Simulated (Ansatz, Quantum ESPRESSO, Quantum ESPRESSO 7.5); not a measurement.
## Band edges of Hf2CO2 MXene, 1 layer under strain

How do the band edges of Hf2CO2 MXene, 1 layer move against the vacuum when the sheet is stretched?

Method: plane-wave DFT, PBE, GBRV ultrasoft pseudopotentials (geometry by Ansatz 0.2.0 with PAW datasets; geometry under PBE), in Quantum ESPRESSO 7.5.

### 1. The starting structure

The cell holds 5 atoms: 2 O, 2 Hf and 1 C. Cell: a = 3.289 Å, b = 3.289 Å, c = 19.953 Å, α = 90.0°, β = 90.0°, γ = 120.0°. It derives from Hf2CO2. Vacuum lies along c.

### 2. Relaxation with Ansatz

The geometry comes first, from a plane-wave PAW code, so that the later runs on this slab share one structure.

input.yaml reads:

```yaml
crystal:
  lattice:
    - [3.289, 0.0, 0.0]
    - [-1.6445, 2.848357553, 0.0]
    - [0.0, 0.0, 19.9529467956]
  atoms:
    - { symbol: O, position: [0.3333333333, 0.6666666667, 0.3758843281] }
    - { symbol: Hf, position: [0.6666666667, 0.3333333333, 0.4349593929] }
    - { symbol: C, position: [0.0, 0.0, 0.5] }
    - { symbol: Hf, position: [0.3333333333, 0.6666666667, 0.5650406071] }
    - { symbol: O, position: [0.6666666667, 0.3333333333, 0.6241156719] }
kpoints:
  mp_grid: { grid: [12, 12, 1] }
hamiltonian:
  xc: pbe
scf:
  occupations: { method: fermi_dirac, width: 0.05 }
  convergence: { dr2_threshold: 1.0e-08 }
efield:
  axis: 3
  dipole_correction: true
  ramp_position: 0.97
  ramp_width: 0.04
relax:
  f_tol: 0.01
  cell: { fix: [c, alpha, beta] }
output:
  write_potential: true
  write_density: true
  volumetric_format: npy
```

The run is started by

```
ansatz run input.yaml --threads 2 --pin off --max-ram 4096MiB --backend cpu --events-out ev --progress --plain --runs-dir out
```

Numbers of over 12 decimals in the logs are rounded to 6 here.

Log:

```text
Warning: relax.cell: scf.convergence.dr2_threshold = 1e-8 eV is looser than the 5e-10 eV advised for a relaxation that steers and ends on the stress (1e-10 eV for each atom of the cell: 5). What an SCF threshold leaves in a stress goes as its square root, and in the free energy as the threshold itself, and one threshold admits the most on a small cell: [figures from the program's tests cut] Set scf.convergence.dr2_threshold to 5e-10 eV or tighter. The threshold is an SCF's pass mark: one that does not reach it within its budget of iterations ends unconverged, or closes short of it on a stop that the run arms, and scf.convergence.dr2_threshold's page says what that costs each kind of run
Engine: ansatz 0.2.0, aarch64-unknown-linux-gnu
Pseudopotentials: kind: paw
Pseudopotential: O, paw, valence charge 6, recommended cutoff 420 eV (normal), O.paw.azcp
Pseudopotential: Hf, paw, valence charge 26, recommended cutoff 420 eV (normal), Hf.paw.azcp
Pseudopotential: C, paw, valence charge 4, recommended cutoff 420 eV (normal), C.paw.azcp
Functional definition: PBE
  parameter kappa = 0.804
  parameter beta = 0.066725
  exchange = pbe_x(kappa = kappa, mu = beta*pi^2/3)
  correlation = pbe_c(beta = beta)
Crystal: 5 atoms, lattice volume = 186.924 Å³
Basis set: ecut = 420 eV, 3727 PW (Γ), exchange–correlation on 48×48×270 points (8 copies of the dense FFT grid, shifted against one another)
Bands: 41, of which v1, the nominal top of the filled ones, is band 34 counted from 1 (33 counted from 0)
Symmetry: 6 space group operations
k-points: 19 of 144 (time reversal used)
Non-local potential: O, projectors of the file, l = 0: 2, l = 1: 2, l = 2: 1
Non-local potential: Hf, projectors of the file, l = 0: 3, l = 1: 2, l = 2: 2, l = 3: 3
Non-local potential: C, projectors of the file, l = 0: 2, l = 1: 2, l = 2: 1
PAW form: soft (Blöchl's): semilocal exchange-correlation on the pseudo side does not see the compensation charge
PAW one-centre angular grid: O, 110 points (default); XC on 64 Gauss nodes
PAW one-centre angular grid: Hf, 590 points (default); XC on 64 Gauss nodes
PAW one-centre angular grid: C, 110 points (default); XC on 64 Gauss nodes
Initial density: superposition of atomic densities (neutral atoms: chi_scale 0, normalization atom), corrected by the library's trained network
Initial wavefunctions: pseudopotential atomic-orbital guess
Functional: x = pbe(κ = 0.804, μ = 0.219515), c = pbe(β = 0.066725)
SCF iter   1: F=—  HF=-32833.988173 eV  |F-HF|=—  |Δ(HF+E_count)|=         —  Δρ=3.41e-3  dr2=2.84e-2  ethr=1.77e-3  p=0.000 e·Å  D=5.84e-5 V/Å  ΔV_dip=-0.00 eV  dr2_dipole=8.74e-9  V_vac-E_F(+/−)=7.43/7.43 eV  ⟨swp⟩=7.6  Hψ=3305  notcnv=0  defer=5
efield: sawtooth ramp at fractional position 0.9700 (set: `efield.ramp_position`, or a place that a band, a saddle search or an elastic batch's reference lends), width 0.0400; the density the first Hamiltonian is built on has a dipole p = 0.000 e·Å; the dipole correction subtracts the counter field D = 5.84e-5 V/Å, which shifts the + side's vacuum level by -0.00 eV against the − side's; the planar-averaged density in the ramp window peaks in size at 9.3e-6 e/Å³
preconditioner: auto → Resta (q_TF=auto, 2.305 Å⁻¹)  ε∞=2.6  [insulator: Δε(μ)=0.844 eV  Ē_g=17.239 eV  σ=0.050 eV  W_gap=1.00  n_scr=44 (ndim 8)  ℏωp=21.7 eV  f_vac=0.643  D(μ)=0.00/eV (n_scr^D=0)  ε∞_Penn≈2.6  vacuum switching on, ρ_ref=2.2e-2 e/Å³]
SCF iter   2: F=—  HF=-32833.986409 eV  |F-HF|=—  |Δ(HF+E_count)|=   1.76e-3  Δρ=1.55e-3  dr2=4.85e-3  ethr=4.17e-5  p=0.000 e·Å  D=6.99e-5 V/Å  ΔV_dip=-0.00 eV  dr2_dipole=1.53e-7  V_vac-E_F(+/−)=7.30/7.30 eV  ⟨swp⟩=2.2  Hψ=1665  notcnv=0  defer=27
SCF iter   3: F=—  HF=-32833.985824 eV  |F-HF|=—  |Δ(HF+E_count)|=   5.85e-4  Δρ=8.59e-4  dr2=2.02e-3  ethr=7.14e-6  p=-0.000 e·Å  D=-5.67e-5 V/Å  ΔV_dip=0.00 eV  dr2_dipole=4.78e-7  V_vac-E_F(+/−)=7.27/7.27 eV  ⟨swp⟩=2.3  Hψ=1257  notcnv=0  defer=27
SCF iter   4: F=—  HF=-32833.985754 eV  |F-HF|=—  |Δ(HF+E_count)|=   6.96e-5  Δρ=6.29e-4  dr2=9.57e-4  ethr=2.97e-6  p=0.000 e·Å  D=1.51e-4 V/Å  ΔV_dip=-0.00 eV  dr2_dipole=2.12e-6  V_vac-E_F(+/−)=7.22/7.22 eV  ⟨swp⟩=2.1  Hψ=1235  notcnv=0  defer=27
SCF iter   5: F=—  HF=-32833.985626 eV  |F-HF|=—  |Δ(HF+E_count)|=   1.29e-4  Δρ=1.31e-4  dr2=2.82e-5  ethr=1.41e-6  p=-0.000 e·Å  D=-1.05e-4 V/Å  ΔV_dip=0.00 eV  dr2_dipole=1.18e-6  V_vac-E_F(+/−)=7.21/7.21 eV  ⟨swp⟩=2.1  Hψ=1246  notcnv=0  defer=27
SCF iter   6: F=—  HF=-32833.985611 eV  |F-HF|=—  |Δ(HF+E_count)|=   1.51e-5  Δρ=8.24e-5  dr2=3.04e-5  ethr=4.15e-8  p=0.000 e·Å  D=2.80e-4 V/Å  ΔV_dip=-0.01 eV  dr2_dipole=7.68e-6  V_vac-E_F(+/−)=7.20/7.21 eV  ⟨swp⟩=3.1  Hψ=1431  notcnv=0  defer=27
SCF iter   7: F=—  HF=-32833.985609 eV  |F-HF|=—  |Δ(HF+E_count)|=   1.52e-6  Δρ=4.94e-5  dr2=1.07e-5  ethr=4.15e-8  p=-0.000 e·Å  D=-1.62e-4 V/Å  ΔV_dip=0.00 eV  dr2_dipole=2.60e-6  V_vac-E_F(+/−)=7.20/7.20 eV  ⟨swp⟩=2.0  Hψ=954  notcnv=0  defer=27
SCF iter   8: F=—  HF=-32833.985611 eV  |F-HF|=—  |Δ(HF+E_count)|=   1.81e-6  Δρ=1.75e-5  dr2=9.48e-7  ethr=1.58e-8  p=-0.000 e·Å  D=-4.06e-5 V/Å  ΔV_dip=0.00 eV  dr2_dipole=1.81e-7  V_vac-E_F(+/−)=7.20/7.20 eV  ⟨swp⟩=2.5  Hψ=1104  notcnv=0  defer=27
SCF iter   9: F=—  HF=-32833.985549 eV  |F-HF|=—  |Δ(HF+E_count)|=   6.17e-5  Δρ=4.18e-6  dr2=4.41e-8  ethr=1.39e-9  p=-0.000 e·Å  D=-7.08e-6 V/Å  ΔV_dip=0.00 eV  dr2_dipole=6.86e-9  V_vac-E_F(+/−)=7.20/7.20 eV  ⟨swp⟩=2.4  Hψ=1163  notcnv=0  defer=27
SCF iter  10: F=-32833.985549 eV  HF=-32833.985549 eV  |F-HF|=1.31e-10  |Δ(HF+E_count)|=   2.64e-8  Δρ=1.00e-6  dr2=1.73e-9  ethr=1.47e-11  p=0.000 e·Å  D=6.20e-7 V/Å  ΔV_dip=-0.00 eV  dr2_dipole=4.44e-11  V_vac-E_F(+/−)=7.20/7.20 eV  ⟨swp⟩=14.5  Hψ=7392  notcnv=0
SCF 1 converged in 10 iterations: F = -32833.985549 eV  dr2 = 1.73e-9
  greatest PAW one-centre occupation: 0.999 electrons in one spin orbital (limit 2), on the Hf atom at site 3 (counted from 0), in its partial waves of l = 0
relax step   1: F+E_penalty+E_count = -32833.98554930 eV  Δ(F+E_penalty+E_count) = +0.000e0 eV  max|allowed force component| = 4.554e0 eV/Å  Δτ_max = 0.0000 Å  P = -3.123 GPa  Ω = 186.924 Å³  fix = [c, alpha, beta]  reactions: c -2.916 GPa  (10 SCF iters, accepted)
Crystal: 5 atoms, lattice volume = 185.880 Å³
Basis set: ecut = 420 eV, 3691 PW (Γ), exchange–correlation on 48×48×270 points (8 copies of the dense FFT grid, shifted against one another)
Initial density: handed on by an earlier stage of this run
Initial wavefunctions: those handed on with the density
[...]
SCF 3 converged in 10 iterations: F = -32834.802230 eV  dr2 = 6.44e-9
relax step   3: F+E_penalty+E_count = -32834.80223029 eV  Δ(F+E_penalty+E_count) = -2.305e-1 eV  max|allowed force component| = 3.701e-1 eV/Å  Δτ_max = 0.1505 Å  P = -1.031 GPa  Ω = 192.476 Å³  energy of the carried Pulay correction = -6.299e-3 eV  fix = [c, alpha, beta]  reactions: c +1.939 GPa  (10 SCF iters, accepted)
[...]
relax step   4: F+E_penalty+E_count = -32834.91151486 eV  Δ(F+E_penalty+E_count) = -1.093e-1 eV  max|allowed force component| = 9.524e-2 eV/Å  Δτ_max = 0.1000 Å  P = +0.224 GPa  Ω = 184.380 Å³  energy of the carried Pulay correction = +2.949e-3 eV  fix = [c, alpha, beta]  reactions: c -0.038 GPa  (10 SCF iters, accepted)
[...]
relax step   5: F+E_penalty+E_count = -32834.91205691 eV  Δ(F+E_penalty+E_count) = -5.420e-4 eV  max|allowed force component| = 1.438e-2 eV/Å  Δτ_max = 0.0092 Å  P = -0.002 GPa  Ω = 185.322 Å³  energy of the carried Pulay correction = +1.852e-3 eV  fix = [c, alpha, beta]  reactions: c +0.012 GPa  (8 SCF iters, accepted)
[...]
relax step   6: F+E_penalty+E_count = -32834.91210856 eV  Δ(F+E_penalty+E_count) = -5.165e-5 eV  max|allowed force component| = 7.574e-4 eV/Å  Δτ_max = 0.0006 Å  P = +0.003 GPa  Ω = 185.286 Å³  energy of the carried Pulay correction = +1.894e-3 eV  fix = [c, alpha, beta]  reactions: c +0.012 GPa  (6 SCF iters, accepted)
Initial wavefunctions: pseudopotential atomic-orbital guess (no wavefunctions were taken with the density)
iter 1 solved again at ethr=5.83e-7 eV; its pass at ethr=3.10e-3 eV (dr2=3.97e-4 eV) is discarded
SCF iter   1: F=—  HF=-32834.910458 eV  |F-HF|=—  |Δ(HF+E_count)|=         —  Δρ=3.88e-5  dr2=4.41e-7  ethr=5.83e-7  p=0.000 e·Å  D=2.07e-6 V/Å  ΔV_dip=-0.00 eV  dr2_dipole=2.25e-12  V_vac-E_F(+/−)=4.86/4.86 eV  ⟨swp⟩=4.0  Hψ=5622  notcnv=0
efield: sawtooth ramp at fractional position 0.9700 (set: `efield.ramp_position`, or a place that a band, a saddle search or an elastic batch's reference lends), width 0.0400; the density the first Hamiltonian is built on has a dipole p = 0.000 e·Å; the dipole correction subtracts the counter field D = 2.07e-6 V/Å, which shifts the + side's vacuum level by -0.00 eV against the − side's; the planar-averaged density in the ramp window peaks in size at 1.3e-6 e/Å³
eigensolver tolerance schedule: the retry pair's looser diagonalisation over-reported the residual by 897.97 of it (diagonalisation noise at 0.20 of the residual, at the tolerance the schedule requests for it); recorded, not acted on — ethr = c·dr2/N_el stays at c = 1.0e-1
SCF iter   2: F=—  HF=-32834.910376 eV  |F-HF|=—  |Δ(HF+E_count)|=   8.22e-5  Δρ=1.99e-5  dr2=2.85e-7  ethr=6.49e-10  p=0.000 e·Å  D=1.65e-6 V/Å  ΔV_dip=-0.00 eV  dr2_dipole=2.38e-12  V_vac-E_F(+/−)=4.86/4.86 eV  ⟨swp⟩=3.6  Hψ=2144  notcnv=0
SCF iter   3: F=—  HF=-32834.910376 eV  |F-HF|=—  |Δ(HF+E_count)|=   1.11e-7  Δρ=1.09e-5  dr2=4.44e-8  ethr=4.19e-10  p=0.000 e·Å  D=2.06e-6 V/Å  ΔV_dip=-0.00 eV  dr2_dipole=2.68e-12  V_vac-E_F(+/−)=4.86/4.86 eV  ⟨swp⟩=2.0  Hψ=1272  notcnv=0
SCF iter   4: F=-32834.910376 eV  HF=-32834.910376 eV  |F-HF|=9.75e-10  |Δ(HF+E_count)|=   5.81e-8  Δρ=2.55e-6  dr2=4.13e-9  ethr=1.47e-11  p=0.000 e·Å  D=1.61e-6 V/Å  ΔV_dip=-0.00 eV  dr2_dipole=5.67e-12  V_vac-E_F(+/−)=4.86/4.86 eV  ⟨swp⟩=10.8  Hψ=6848  notcnv=0
SCF 7 converged in 4 iterations: F = -32834.910376 eV  dr2 = 4.13e-9
relax step   7: F+E_penalty+E_count = -32834.91037632 eV  Δ(F+E_penalty+E_count) = +1.732e-3 eV  max|allowed force component| = 1.185e-3 eV/Å  Δτ_max = 0.0000 Å  P = -0.014 GPa  Ω = 185.286 Å³  fix = [c, alpha, beta]  reactions: c -0.000 GPa  stress off target by 2.06e-2 GPa on what of the cell is left free  SCF on the basis re-selected at this cell (its energy is not comparable with the rows above)  (4 SCF iters)
basis re-selected at this cell: Δ(F+E_penalty+E_count) = +1.732e-3 eV, ΔP = -0.017 GPa vs the last step (what re-selecting the basis moved, of the pressure what is left beyond the Pulay correction that the steps carried, after the strain that the cell walked since its last selection, with what the two solves' SCF thresholds leave and, on support functions, any second-order correction that the steps lacked; it is no m [...]
WARN: The output density's exchange-correlation potential varies sharply where the density is thin. Do not read a vacuum level from v_tot or v_xc, or from such a field of the output density. On a cell that repeats whose density bears no net charge and no dipole along the vacuum's axis use v_es (v_loc + v_h of the components); under efield.dipole_correction with no amplitude use v_es + v_field, which holds any externa [...]
SCF converged after 4 iterations
Free energy (F): -32834.910376 eV
Harris-Foulkes:  -32834.910376 eV  (|F-HF|=9.75e-10)
Internal energy: -32834.910374 eV  (E = F + TS)
E sigma→0 (E₀):  -32834.910375 eV
Entropy (-TS):   -0.000002 eV (-0.000 meV/atom)
Fermi energy:    2.595247 eV
Dipole field:    D = 0.000005 V/Å  (p = 0.000005 e·Å, saw-weighted, corrected)
Work function:   Φ+ = 4.8643 eV   Φ− = 4.8644 eV
Levels:          The Fermi level and band energies are counted from a zero that moves with the ramp; work functions are not
--- Per-component energies (eV) ---
  E_band       = -954.173065
  E_kinetic    = 1280.881647
  E_local      = -88897.318590  (includes V_loc(G=0)·N_el)
  E_nonlocal   = -2364.244539
  E_hartree    = 43518.281718
  E_xc         = -795.761858
  E_vxc        = -780.338660  (∫ρ·V_xc dr)
  E_paw        = -14269.653785  (= ΣΔE_a)
  E_vpaw       = 2770.278032  (= ΣTr[D̂ρ^β])
  E_aug_tail   = 0.004905  (compensation charges beyond the density's cutoff)
  E_efield     = 0.000000  (sawtooth field / dipole correction)
  E_vefield    = -0.000067  (∫n·V_field dr)
  E_ewald      = 28692.900128
  E_smearing   = -0.000002  (= −TS)
  E_closure    = -0.000000  (closes the sum)
  Σ components = -32834.910376   (vs F -32834.910376, Δ=0.00e0)
--- Forces (eV/Å), atoms counted from 1 ---
  atom   1  O      0.00000000    -0.00000000     0.00052768
  atom   2  Hf     0.00000000    -0.00000000    -0.00118563
  atom   3  C      0.00000000    -0.00000000     0.00006849
  atom   4  Hf     0.00000000     0.00000000     0.00109215
  atom   5  O      0.00000000     0.00000000    -0.00050486
  max |Σ_I F_I| component: 2.17e-6 eV/Å
--- Stress (GPa, compression-positive) ---
       -0.020553       0.000000       0.000000
        0.000000      -0.020553      -0.000000
        0.000000      -0.000000      -0.000008
  P = ⅓ Tr σ = -0.0137 GPa (-0.137 kbar)
--- Band table (eV; the first three rows and the last of 19) ---
  k-point 0: bands = [... 30 lower, -2.1160, 0.7407, 2.1221, 2.1221, 4.3621, 4.3621, 4.7131, 6.0178, ... 3 higher]
  k-point 1: bands = [... 30 lower, -1.9945, 0.8951, 1.5332, 1.8683, 4.2999, 4.6790, 4.8532, 6.0654, ... 3 higher]
  k-point 2: bands = [... 30 lower, -1.7655, 0.4374, 1.1085, 1.4180, 3.9256, 5.2522, 5.2634, 6.0986, ... 3 higher]
  k-point 18: bands = [... 30 lower, -1.7579, -0.3426, -0.2962, -0.2962, 4.6905, 5.6749, 5.6750, 6.5920, ... 3 higher]
--- Relaxed structure (6 steps of the walk, 6 accepted, 1 SCFs on fresh bases) ---
  F+E_penalty+E_count = -32834.91037632 eV   max|allowed force component| = 1.185e-3 eV/Å   (the final SCF, on the basis selected at the relaxed cell)
  cell:  # Å, volume = 185.2862 Å³
    - [3.274558, -5.344432202324836e-19, 0]
    - [-1.637279, 2.835851, 0]
    - [0, 0, 19.9529467956]
  atoms:
    - { symbol: O, position: [0.333333, 0.666667, 0.384076] }
    - { symbol: Hf, position: [0.666667, 0.333333, 0.430888] }
    - { symbol: C, position: [0, 0, 0.500000] }
    - { symbol: Hf, position: [0.333333, 0.666667, 0.569112] }
    - { symbol: O, position: [0.666667, 0.333333, 0.615924] }
```

Elapsed: 42 s, on 2 threads of Arm Neoverse V2, shared host; peak memory 0.47 GiB; 83 s of CPU time.

Relaxation path:

```csv
step,energy less that of the first step (eV),largest force component (eV/Å),pressure (GPa),volume (Å³)
1,0.0000,4.5544,-3.12,186.92
2,-0.5862,3.0979,-0.71,185.88
3,-0.8167,0.3701,-1.03,192.48
4,-0.9260,0.0952,0.22,184.38
5,-0.9265,0.0144,0.00,185.32
6,-0.9266,0.0008,0.00,185.29
7*,-0.9248,0.0012,-0.01,185.29
```

Relaxation steps marked * repeat the geometry before them on a plane-wave basis chosen anew for their cell, so energy and pressure can jump there.

Forces are held to the 6 operations that the run works with; a distortion that breaks them can't arise in this run.

```csv
cell as run,before,after,change
a (Å),3.289,3.275,-0.4 %
b (Å),3.289,3.275,-0.4 %
```

The atoms that moved most (Å, along periodic axes as changes of fractional coordinates times the final cell, across vacuum about the mean position):

```csv
atom,dx,dy,dz,length
O5,0.000,0.000,-0.163,0.163
O1,0.000,0.000,0.163,0.163
Hf4,0.000,0.000,0.081,0.081
Hf2,0.000,0.000,-0.081,0.081
```

Final coordinates:

```xyz
5
Lattice="3.2746 0.0000 0.0000 -1.6373 2.8359 0.0000 0.0000 0.0000 19.9529" Properties=species:S:1:pos:R:3
O     0.0000    1.8906    7.6635
Hf    1.6373    0.9453    8.5975
C     0.0000    0.0000    9.9765
Hf    0.0000    1.8906   11.3555
O     1.6373    0.9453   12.2895
```

Read from the output:

| Item | Value |
| --- | --- |
| free energy | -32834.9104 eV |
| Fermi energy | 2.595 eV |
| gap by band count | 0.9888 eV |
| symmetry operations | 6 |
| dipole along the normal | 5.06e-6 e·Å |
| vacuum level at the upper face over a Fermi level inside the gap | 4.864 eV |
| vacuum level at the lower face over a Fermi level inside the gap | 4.864 eV |

[end of part 1 of 2]

[Logs are printed without paths, hosts, clocks, repeated set-up lines and the standing remarks that a program may print on its own settings, such as how far it seeks lower states.]

[Hosts, paths, dates, database ids (printed as entryN), source tags and the programs' standing remarks are cut or masked in the printed files.]

[Maps of the electrostatic potential energy from Ansatz leave out the sawtooth potential of an applied field or a dipole correction, so their vacuum need not be flat; planar profiles and work functions include it.]
